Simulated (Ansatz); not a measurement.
# ZnSnW in the AlB2 type: lattice stability ahead of a resistivity run, part 3 of 3

The plan: relax ZnSnW in the AlB2 type, check its phonons, and, if the lattice is stable, compute its Eliashberg function and ρ(T).

Ansatz 0.2.0; DFT PBE, scalar-relativistic, plane waves, PAW; PAW set soft_1.

So far, highest frequency, solved or plainly interpolated (cm⁻¹): step 5 (phonons by linear response: q 2×2×2, k 4×4×6) 243. Also lowest on path (cm⁻¹): step 5 -24.3. The relaxed cell has a = 4.673, c = 2.776 Å (conventional setting).

The structure was built from a prototype and need not be the compound's stable phase.

### Step 6. Phonons by linear response: q 3×3×3, k 6×6×9

An imaginary mode on so few k-points may come from the sampling, so the phonons are repeated with another q and k mesh.

File input.yaml:

```yaml
crystal:
  lattice:
    - [4.6727229156, 0.0, 0.0]
    - [-2.3363614578, 4.0466967498, 0.0]
    - [0.0, 0.0, 2.7760628615]
  atoms:
    - { symbol: W, position: [0.0, 0.0, 0.0] }
    - { symbol: Sn, position: [0.3333333333, 0.6666666667, 0.5] }
    - { symbol: Zn, position: [0.6666666667, 0.3333333333, 0.5] }
kpoints:
  mp_grid: { grid: [6, 6, 9] }
hamiltonian:
  xc: pbe
  pseudopotentials: { kind: paw, azcp: { folder: soft_1 } }
scf:
  occupations: { method: methfessel_paxton, width: 0.2 }
output:
  eigenvalues: true
phonons:
  method: dfpt
  qmesh: [3, 3, 3]
  temperatures: { t_max: 1000, t_step: 50 }
  qpath:
    path:
      - [[0.0, 0.0, 0.0], [0.5, 0.0, 0.0], [0.33333333, 0.33333333, 0.0], [0.0, 0.0, 0.0], [0.0, 0.0, 0.5], [0.5, 0.0, 0.5], [0.33333333, 0.33333333, 0.5], [0.0, 0.0, 0.5]]
      - [[0.5, 0.0, 0.5], [0.5, 0.0, 0.0]]
      - [[0.33333333, 0.33333333, 0.5], [0.33333333, 0.33333333, 0.0]]
    npoints: 10
```

On the command line:

```bash
$ ansatz run input.yaml --threads 4 --pin off --max-ram 12288MiB --backend cpu --events-out ev --progress --plain --runs-dir out
```

Numbers of over 12 decimals in the logs are rounded to 6 here.

What it wrote:

```text
[...]
Crystal: 3 atoms, lattice volume = 52.493 Å³
Basis set: ecut = 420 eV, 1023 PW (Γ), exchange–correlation on 64×64×40 points (8 copies of the dense FFT grid, shifted against one another)
Bands: 24, of which v1, the nominal top of the filled ones, is band 20 counted from 1 (19 counted from 0)
Symmetry: 12 space group operations
k-points: 35 of 324 (time reversal used)
[...]
SCF iter   1: F=—  HF=-19727.912548 eV  |F-HF|=—  |Δ(HF+E_count)|=         —  Δρ=5.50e-2  dr2=2.18e0  ethr=3.10e-3  ⟨swp⟩=5.1  Hψ=3702  notcnv=0
[...]
SCF iter  11: F=-19727.414598 eV  HF=-19727.414598 eV  |F-HF|=7.28e-12  |Δ(HF+E_count)|=  7.28e-12  S|Δr|=    0.00e0  Δρ=3.78e-8  dr2=5.28e-13  ethr=1.00e-12  ⟨swp⟩=5.9  Hψ=3605  notcnv=0
SCF 1 converged in 11 iterations: F = -19727.414598 eV  dr2 = 5.28e-13
[...]
SCF iter   8: F=-19727.414598 eV  HF=-19727.414598 eV  |F-HF|=7.28e-12  |Δ(HF+E_count)|=    0.00e0  S|Δr|=    0.00e0  Δρ=5.50e-8  dr2=2.97e-12  ethr=1.00e-12  ⟨swp⟩=2.3  Hψ=1592  notcnv=0
SCF 2 converged in 8 iterations: F = -19727.414598 eV  dr2 = 2.97e-12
[...]
WARN: eigensolver did not converge in 2 slots of this pass, the one above among them; of largest residual over every band (k=27): 1 band(s) unlocked (lowest unlocked band 23, counted from 0; max residual 5.56e-6 eV among the unlocked bands, 5.56e-6 eV over every band); of lowest unlocked band (k=14): band 23
[...]
SCF converged after 11 iterations
[...]
Free energy (F): -19727.414598 eV
[...]
Internal energy: -19727.412767 eV  (E = F + TS)
E sigma→0 (E₀):  -19727.414140 eV
Entropy (-TS):   -0.001831 eV (-0.610 meV/atom)
Fermi energy:    16.001323 eV
[...]
--- Band table (eV; the first three rows and the last of 35) ---
  k-point 0: bands = [... 16 lower, 11.8677, 12.3146, 13.9629, 16.7886, 16.7886, 18.1407, 18.1407, 20.3345]
  k-point 1: bands = [... 16 lower, 12.1340, 12.8245, 14.1602, 16.0033, 16.0033, 18.8765, 18.8765, 19.9766]
  k-point 2: bands = [... 16 lower, 12.8779, 14.0196, 14.7398, 14.8714, 14.8714, 18.0817, 19.7764, 19.7764]
  k-point 34: bands = [... 16 lower, 11.9728, 13.7360, 14.0635, 15.8081, 16.6030, 17.1293, 17.2599, 18.1366]
[...]
ASR residual: 8.980e-5 → 0.000e0 eV/Å²; symmetrization residual: 9.475e-6 eV/Å²
  ASR residual per site (eV/Å²): 1.57e-5 8.98e-5 3.12e-5
  Γ frequencies (cm⁻¹): 0.00 0.00 0.00 22.28 59.46 101.30 101.30 194.96 194.96
--- Phonons (arbitrary-q DFPT): 6 irreducible q on the 3×3×3 mesh ---
[...]
interpolated dispersion: 93 rows × 9 modes
[...]
```

Elapsed: 2.4 min, on 4 threads of Arm Neoverse V2, shared host; peak memory 0.99 GiB.

Numbers from this step:

- share of imaginary modes in the plain interpolation between solved wavevectors: 0.0018
- highest frequency, solved or plainly interpolated: 242.2 cm⁻¹

Solved on the 3×3×3 mesh alone; all other wavevectors are interpolated. Phonon branches along the path, in cm⁻¹:

```csv
point,branch 1,branch 2,branch 3,branch 4,branch 5,branch 6,branch 7,branch 8,branch 9
Γ,0,0,0,22,60,101,101,195,195
halfway,-3,27,32,54,74,100,119,190,201
M,-21,46,50,54,96,110,125,187,205
halfway,11,42,48,58,88,107,140,178,210
K,29,36,42,62,95,97,158,164,213
halfway,18,26,39,54,76,102,124,186,204
Γ,0,0,0,22,60,101,101,195,195
halfway,47,47,84,88,88,121,174,190,190
A,63,63,74,74,117,167,186,186,242
halfway,50,63,80,96,121,162,180,187,242
L,33,58,101,117,123,149,177,188,241
halfway,25,74,110,114,121,150,165,194,240
H,16,91,109,119,121,152,152,197,240
halfway,44,66,86,99,122,162,174,190,241
A,63,63,74,74,117,167,186,186,242
jump to L,33,58,101,117,123,149,177,188,241
halfway,33,84,85,108,114,123,170,182,196
M,-21,46,50,54,96,110,125,187,205
jump to H,16,91,109,119,121,152,152,197,240
halfway,31,86,94,97,118,145,157,173,204
K,29,36,42,62,95,97,158,164,213
```

The phonon branches as a text plot (rows in cm⁻¹):

```
    237 |                       ******************       *
    226 |                      *                          *
    215 |       ****          *                   *        *  ***
    204 |  *****    ***                              ****  ***
    193 |*****        *********      *********   ****    **
    182 |     ***   **         ********      *****  *****
    171 |        ***        *   **     *    *  ** ***       *
    160 |        *             *  ***   *  ****            ******
    149 |         **       *  *      ******      *   *   ** ***
    138 |       *            *                    *        *
    127 |   ****    **              ****         * ** *****
    116 |  *          *     *  ***** ******************* ** * *
    105 |*** **** ******** *  *     * ** ****    ** * * **** *
     94 |   **** **       ** *     * *   *  **     * ************
     83 |   *   *  **     * ***   ***   * *  **    ** *     *  *
     72 |            *   * *   ****        ** *** *  *       * *
     61 |***    ****  *** *   **********     *****    **      * *
     50 | *******  ****     **     **        *         **      **
     39 |   **  ****** * ***         *      *        **      ****
     28 |  **    ******  *            **   *     ****      **
     17 |**         ***** *             ***            * **
      6 |***    *      * *
     -5 |               *
    -16 |   ****                                        *
         Γ    M  K      Γ       A     L  H     A|L     M|H      K
```

Lowest modes at the softest wavevector of the mesh. The modes at q = (-0.333, 0.000, 0.000) (shares of kinetic energy by element, %) (negative means imaginary):

```csv
mode,frequency (cm⁻¹),W %,Sn %,Zn %
1,-14.5,15,35,51
2,36.2,32,34,34
3,40.8,44,38,18
4,53.6,53,31,15
5,93.3,77,19,4
6,98.5,53,19,28
```

Displacements in mode 1 (-14.5 cm⁻¹), the largest set to 1, in the home cell (x, y, z of the real part, then of the imaginary part):
```
W1   0.00  0.00 -0.28  0.00  0.00  0.17
Sn2  0.00  0.00 -0.61  0.00  0.00  0.10
Zn3  0.00  0.00  0.99  0.00  0.00  0.11
```

Displacements in mode 2 (36.2 cm⁻¹), the largest set to 1, in the home cell (x, y, z of the real part, then of the imaginary part):
```
W1   0.00  0.00  0.51  0.00  0.00  0.26
Sn2  0.00  0.00  0.58  0.00  0.00 -0.47
Zn3  0.00  0.00  0.99  0.00  0.00  0.14
```

The modes has structure finer than the step of the table below, so its rows give means over 10 cm⁻¹, whole bins alone (the curve runs from -30.9 to 259 cm⁻¹). Peaks (cm⁻¹: height): Sn 38.3: 0.0308, 102.1: 0.0186, 140.4: 0.0192, 165.9: 0.0178, 191.4: 0.0367, 209.6: 0.0234, 235.1: 0.0182; W 38.3: 0.0173, 78.4: 0.0376, 105.7: 0.0521, 151.3: 0.0148; Zn 38.3: 0.0276, 56.6: 0.0155, 69.3: 0.0156, 83.9: 0.0167, 120.3: 0.0340, 189.5: 0.0422.

Phonopy on the run's constants, 15x15x21 mesh, Gaussian sigma 2.1 cm⁻¹. Modes against wavenumber; means over each step; values in 1/cm⁻¹/cell:

```csv
wavenumber (cm⁻¹),Sn,W,Zn
-20,2.6e-4,7.9e-5,3.6e-4
-10,2.8e-4,1.0e-4,4.2e-4
0,1.8e-4,1.3e-4,2.3e-4
10,7.1e-4,6.7e-4,9.8e-4
20,0.00430,0.00208,0.00668
30,0.0159,0.00683,0.0120
40,0.0259,0.0146,0.0213
50,0.0135,0.00878,0.0110
60,0.00925,0.0208,0.00969
70,0.00872,0.0290,0.0112
80,0.0134,0.0346,0.0113
90,0.0124,0.0343,0.0148
100,0.0155,0.0396,0.0164
110,0.0145,0.0412,0.0175
120,0.0116,0.0155,0.0267
130,0.0101,0.00986,0.00795
140,0.0130,0.0104,0.00410
150,0.00279,0.0142,0.00503
160,0.00552,0.00931,0.00794
170,0.0125,0.00314,0.0162
180,0.0159,0.00185,0.0261
190,0.0305,0.00143,0.0378
200,0.0191,0.00112,0.0251
210,0.0158,3.1e-4,0.00884
220,0.00492,3.0e-5,1.5e-4
230,0.00926,5.1e-5,7.5e-5
240,0.0141,6.9e-5,8.2e-5
250,2.7e-4,5.0e-7,2.9e-6
```

No LO-TO term; unit eigenvectors of the mass-weighted matrix. The modes at Γ (shares of kinetic energy by element, %):

```csv
mode,frequency (cm⁻¹),symmetry,W %,Sn %,Zn %
1,0.0,unnamed,50,32,18
2,0.0,unnamed,50,32,18
3,0.0,unnamed,50,32,18
4,22.3,A2'',0,30,70
5,59.5,A2'',50,38,13
6,101.3,E',49,25,25
7,101.3,E',49,25,25
8,195.0,E',1,43,57
9,195.0,E',1,43,57
```

Displacements in mode 4 (22.3 cm⁻¹), the largest set to 1:
```
W1   0.00  0.00 -0.04
Sn2  0.00  0.00 -0.49
Zn3  0.00  0.00  1.00
```

Displacements in mode 8 (195.0 cm⁻¹), the largest set to 1:
```
W1   0.00  0.06  0.00
Sn2  0.00 -0.64  0.00
Zn3  0.00  1.00  0.00
```

Among the solved wavevectors the lowest mode, translations apart, is -14.5 cm⁻¹, imaginary.

### Step 7. Results

```yaml
phonon_run_of_the_rows_without_a_label_of_their_own: PBE, q 3×3×3, k 6×6×9
softest_mode_on_the_q_mesh: -14.5 cm⁻¹ at q = (-0.333, 0, 0)
highest_frequency_solved_or_plainly_interpolated: 242 cm⁻¹
```

In words: The lattice is dynamically unstable at this level: a mode at q = (-0.333, 0, 0) is imaginary, 14.5i cm⁻¹, so no harmonic coupling constant or resistivity is defined for this structure. These meshes are coarse, and single modes of a metal can move by tens of cm⁻¹ with the k mesh. The coarser mesh found an imaginary mode at another wavevector, which this mesh lacks. Spin–orbit coupling, left out here, matters for W. The phonon runs are not spin-polarised. The structure was built by hand as an ordered model, and its stability against other phases was not tested.

[Logs are printed without paths, hosts, clocks, repeated set-up lines and the standing remarks that a program may print on its own settings, such as how far it seeks lower states.]

[Hosts, paths, dates, database ids (printed as entryN), source tags and the programs' standing remarks are cut or masked in the printed files.]
